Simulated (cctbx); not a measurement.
**Interatomic vectors of Sc6Cr3Si8Ni5**

Space group Immm (no. 71), a = 3.7080 Å, b = 8.5060 Å, c = 19.8070 Å, α = 90.00°, β = 90.00°, γ = 90.00°, content Ni10 Cr6 Sc12 Si16.

Simulated single-crystal data (cctbx): synchrotron X-rays, λ = 0.7749 Å, to d = 0.65 Å, 50 % of the full sphere, strongest reflection 5000 counts, noise from counting, a 1.5 % proportional error and a noise floor of 4 counts (s.d.); no absorption, some extinction.

Patterson synthesis from sharpened amplitudes, origin scaled to 1000:

```text
Patterson group I m m m
      u       v       w   height  length (A)
  0.000   0.000   0.000   1000.0     0.00
  0.000   0.500   0.225    332.0     6.17
  0.000   0.500   0.393    320.3     8.87
  0.000   0.291   0.084    317.3     2.98
  0.000   0.210   0.308    313.3     6.35
  0.000   0.000   0.384    231.2     7.60
  0.000   0.000   0.500    195.7     9.90
  0.000   0.000   0.167    154.8     3.31
  0.000   0.343   0.500    153.8    10.33
  0.000   0.424   0.000    140.1     3.61
  0.000   0.361   0.417    134.1     8.81
  0.000   0.281   0.466    129.8     9.53
  0.000   0.500   0.273    129.6     6.89
  0.000   0.136   0.189    118.3     3.93
```

**Question.** Which atom pairs make the peaks, and where is the heaviest atom?

A peak at u stands for all pairs with xi − xj = u, with weight Σ ZiZj against Σ Z² = 19724 at the origin. Peak heights follow these weights only roughly, since form factors, motion and series ripples differ, all vectors within 0.55 Å of a peak are counted as merged into it though the farther ones add only part of their weight, and F(000) is left out, which lowers the whole map:

| u | v | w | shortest length (Å) | height | 1000 ΣZiZj/ΣZ² | pairs in the cell |
| --- | --- | --- | --- | --- | --- | --- |
| 0.000 | 0.500 | 0.225 | 5.75 | 332 | 434 | 8 × Ni–Sc, 4 × Ni–Cr, 4 × Sc–Si |
| 0.000 | 0.500 | 0.393 | 2.82 | 320 | 585 | 12 × Ni–Sc, 4 × Ni–Ni, 4 × Cr–Si |
| 0.000 | 0.291 | 0.084 | 2.98 | 317 | 375 | 8 × Ni–Sc, 4 × Ni–Cr |
| 0.000 | 0.210 | 0.308 | 4.90 | 313 | 470 | 4 × Ni–Ni, 4 × Cr–Sc, 4 × Sc–Sc, 4 × Ni–Si, 4 × Si–Si |
| 0.000 | 0.000 | 0.384 | 5.18 | 231 | 380 | 4 × Ni–Ni, 4 × Cr–Sc, 4 × Ni–Si, 4 × Si–Si |
| 0.000 | 0.000 | 0.500 | 4.64 | 196 | 136 | 4 × Ni–Cr |
| 0.000 | 0.000 | 0.167 | 3.31 | 155 | 192 | 4 × Cr–Sc, 4 × Sc–Sc |
| 0.000 | 0.343 | 0.500 | 2.28 | 154 | 238 | 12 × Ni–Si |
| 0.000 | 0.424 | 0.000 | 3.61 | 140 | 268 | 4 × Ni–Ni, 4 × Sc–Sc, 2 × Si–Si |
| 0.000 | 0.361 | 0.417 | 2.75 | 134 | 290 | 8 × Sc–Si, 4 × Cr–Sc, 4 × Cr–Si |

The table stops at ten peaks or at a height of 45, below which ripples compete. In the model behind the data Ni, the heaviest element, has 2 independent sites: (1/2, 0.7797, 0.6969) and (1/2, 0, 0), up to an allowed shift of origin; the Ni–Ni vectors are differences of these positions and their symmetry mates. Elements of similar Z can't be told apart from the map alone. The whole model:

```
atom  mult.    x       y       z  Ueq (Å²)
 Ni1      8  1/2  0.7797  0.6969    0.0376
 Ni2      2  1/2       0       0    0.0168
 Cr1      2    0     1/2       0    0.0315
 Cr2      4  1/2     1/2  0.7728    0.0237
 Sc1      4    0       0  0.8909    0.0348
 Sc2      8    0  0.8024  0.5869    0.0372
 Si1      8  1/2  0.1364  0.8086    0.0358
 Si2      4  1/2       0  0.6315    0.0379
 Si3      4    0  0.8091       0    0.0323
```

The model is made up (kin elements in a known structure type, no relaxation), so it says nothing on whether the phase exists.

[Logs are printed without paths, hosts, clocks, repeated set-up lines and the standing remarks that a program may print on its own settings, such as how far it seeks lower states.]
